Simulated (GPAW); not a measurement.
# Collinear magnetic orders of Co3 Ru1 Co3 0001 with GPAW

A self-consistent run ends on one state, which hangs on the start. Several orders of Co3 Ru1 Co3 0001 are started in GPAW and their energies compared.

Method: PBE; plane waves with GPAW's PAW setups, scalar-relativistic, in GPAW 26.7.0.

## Step 1: The structure

The cell holds 7 atoms: 6 Co and 1 Ru. Its edges and angles: a = 2.706 Å, b = 2.706 Å, c = 22.897 Å, α = 90.0°, β = 90.0°, γ = 120.0°. ideal sites on the substrate's mesh, layer spacings from atomic volumes, unrelaxed, 12 A of vacuum. Vacuum lies along c.

## Step 2: Run 1 (ferro ++++++)

The parallel start comes first: it fits the smallest cell, keeps the most symmetry and shows whether parallel moments form.

order1.py

```python
import json
import numpy as np
from ase import Atoms
from ase.parallel import paropen, parprint
from gpaw import GPAW

atoms = Atoms(['Co', 'Co', 'Co', 'Ru', 'Co', 'Co', 'Co'],
    cell=[[2.706, 0.0, 0.0],
         [-1.353, 2.343465, 0.0],
         [0.0, 0.0, 22.8966]],
    scaled_positions=[[0.0, 0.0, 0.262047],
         [0.333333, 0.666667, 0.338495],
         [0.0, 0.0, 0.414943],
         [0.333333, 0.666667, 0.5],
         [0.0, 0.0, 0.585057],
         [0.333333, 0.666667, 0.661505],
         [0.0, 0.0, 0.737953]],
    pbc=True,
    magmoms=[1.8, 1.8, 1.8, 0.0, 1.8, 1.8, 1.8])
atoms.calc = GPAW(mode={'name': 'pw', 'ecut': 450},
    xc='PBE',
    kpts={'size': (20, 20, 1), 'gamma': True},
    occupations={'name': 'fermi-dirac', 'width': 0.05},
    convergence={'density': 1e-05, 'energy': 1e-05},
    maxiter=250,
    mixer={'name': 'pulay', 'beta': 0.03, 'nmaxold': 8, 'weight': 100},
    symmetry={'tolerance': 1e-4},
    txt='order1.txt')
e = atoms.get_potential_energy(force_consistent=True)
res = {'free_energy': e, 'energy_sigma0': atoms.get_potential_energy(), 'fermi_energy': atoms.calc.get_fermi_level()}
res['moments'] = atoms.get_magnetic_moments().tolist()
res['total'] = atoms.get_magnetic_moment()
parprint('site moments (muB):', np.round(res['moments'], 3))
parprint(f"total moment: {res['total']:.3f} muB")
parprint(f'free energy: {e:.6f} eV')
atoms.calc.write('order1.gpw')
with paropen('results.json', 'w') as f:
    json.dump(res, f)
```

Command:

```bash
$ OMP_NUM_THREADS=1 mpirun -n 4 gpaw python order1.py > order1.log
```

The next run changes these lines of the input before it:

```diff
@@ -18,3 +18,3 @@
     pbc=True,
-    magmoms=[1.8, 1.8, 1.8, 0.0, 1.8, 1.8, 1.8])
+    magmoms=[1.8, 1.8, 1.8, 0.0, -1.8, -1.8, -1.8])
 atoms.calc = GPAW(mode={'name': 'pw', 'ecut': 450},
@@ -27,3 +27,3 @@
     symmetry={'tolerance': 1e-4},
-    txt='order1.txt')
+    txt='order2.txt')
 e = atoms.get_potential_energy(force_consistent=True)
@@ -35,3 +35,3 @@
 parprint(f'free energy: {e:.6f} eV')
-atoms.calc.write('order1.gpw')
+atoms.calc.write('order2.gpw')
 with paropen('results.json', 'w') as f:
```

The next run changes these lines of the input before it:

```diff
@@ -17,4 +17,3 @@
          [0.0, 0.0, 0.737953]],
-    pbc=True,
-    magmoms=[1.8, 1.8, 1.8, 0.0, -1.8, -1.8, -1.8])
+    pbc=True)
 atoms.calc = GPAW(mode={'name': 'pw', 'ecut': 450},
@@ -27,11 +26,7 @@
     symmetry={'tolerance': 1e-4},
-    txt='order2.txt')
+    txt='nospin.txt')
 e = atoms.get_potential_energy(force_consistent=True)
 res = {'free_energy': e, 'energy_sigma0': atoms.get_potential_energy(), 'fermi_energy': atoms.calc.get_fermi_level()}
-res['moments'] = atoms.get_magnetic_moments().tolist()
-res['total'] = atoms.get_magnetic_moment()
-parprint('site moments (muB):', np.round(res['moments'], 3))
-parprint(f"total moment: {res['total']:.3f} muB")
 parprint(f'free energy: {e:.6f} eV')
-atoms.calc.write('order2.gpw')
+atoms.calc.write('nospin.gpw')
 with paropen('results.json', 'w') as f:
```

What does the calculation give for the largest site moment?

Opposed moments of equal size cancel, so the cell has no net moment. Symmetry leaves 4 kinds of site among the 7 atoms, and equivalent atoms carry values of equal size. The lowest state found is antiferromagnetic, reached from the start antiferro +++---, with moments up to 1.82 μB.

```
lowest state found                 : antiferromagnetic (started as antiferro +++---)
largest site moment                : 1.82 μB
next state                         : ferromagnetic, 2.25 meV a seeded atom higher
energy gained by spin polarisation : 251 meV a seeded atom
```

The two lowest states lie so close that the mesh, the functional or spin–orbit coupling could swap them. Only 3 starts were tried; other collinear patterns, canted and longer-period orders were not.

[Long decimals in the printed logs are rounded to 6 places.]

[Logs and program files are shortened in this print: banners, set-up blocks, solver, clock and traceback lines can be left out without a mark of their own.]

[Logs are printed without paths, hosts, clocks, repeated set-up lines and the standing remarks that a program may print on its own settings, such as how far it seeks lower states.]

[Hosts, paths, dates, database ids (printed as entryN), source tags and the programs' standing remarks are cut or masked in the printed files.]

[Where the starting crystal was built by hand or by swapping elements, it need not be the compound's stable phase.]

[Where a cell is said to come from a database of computed structures, the database is the Materials Project.]

[Runs that the program refused, that were killed for memory or that had too few empty states are not shown or counted.]

[Lattice constants of own cells that a recipe calls measured were typed without a cited source.]
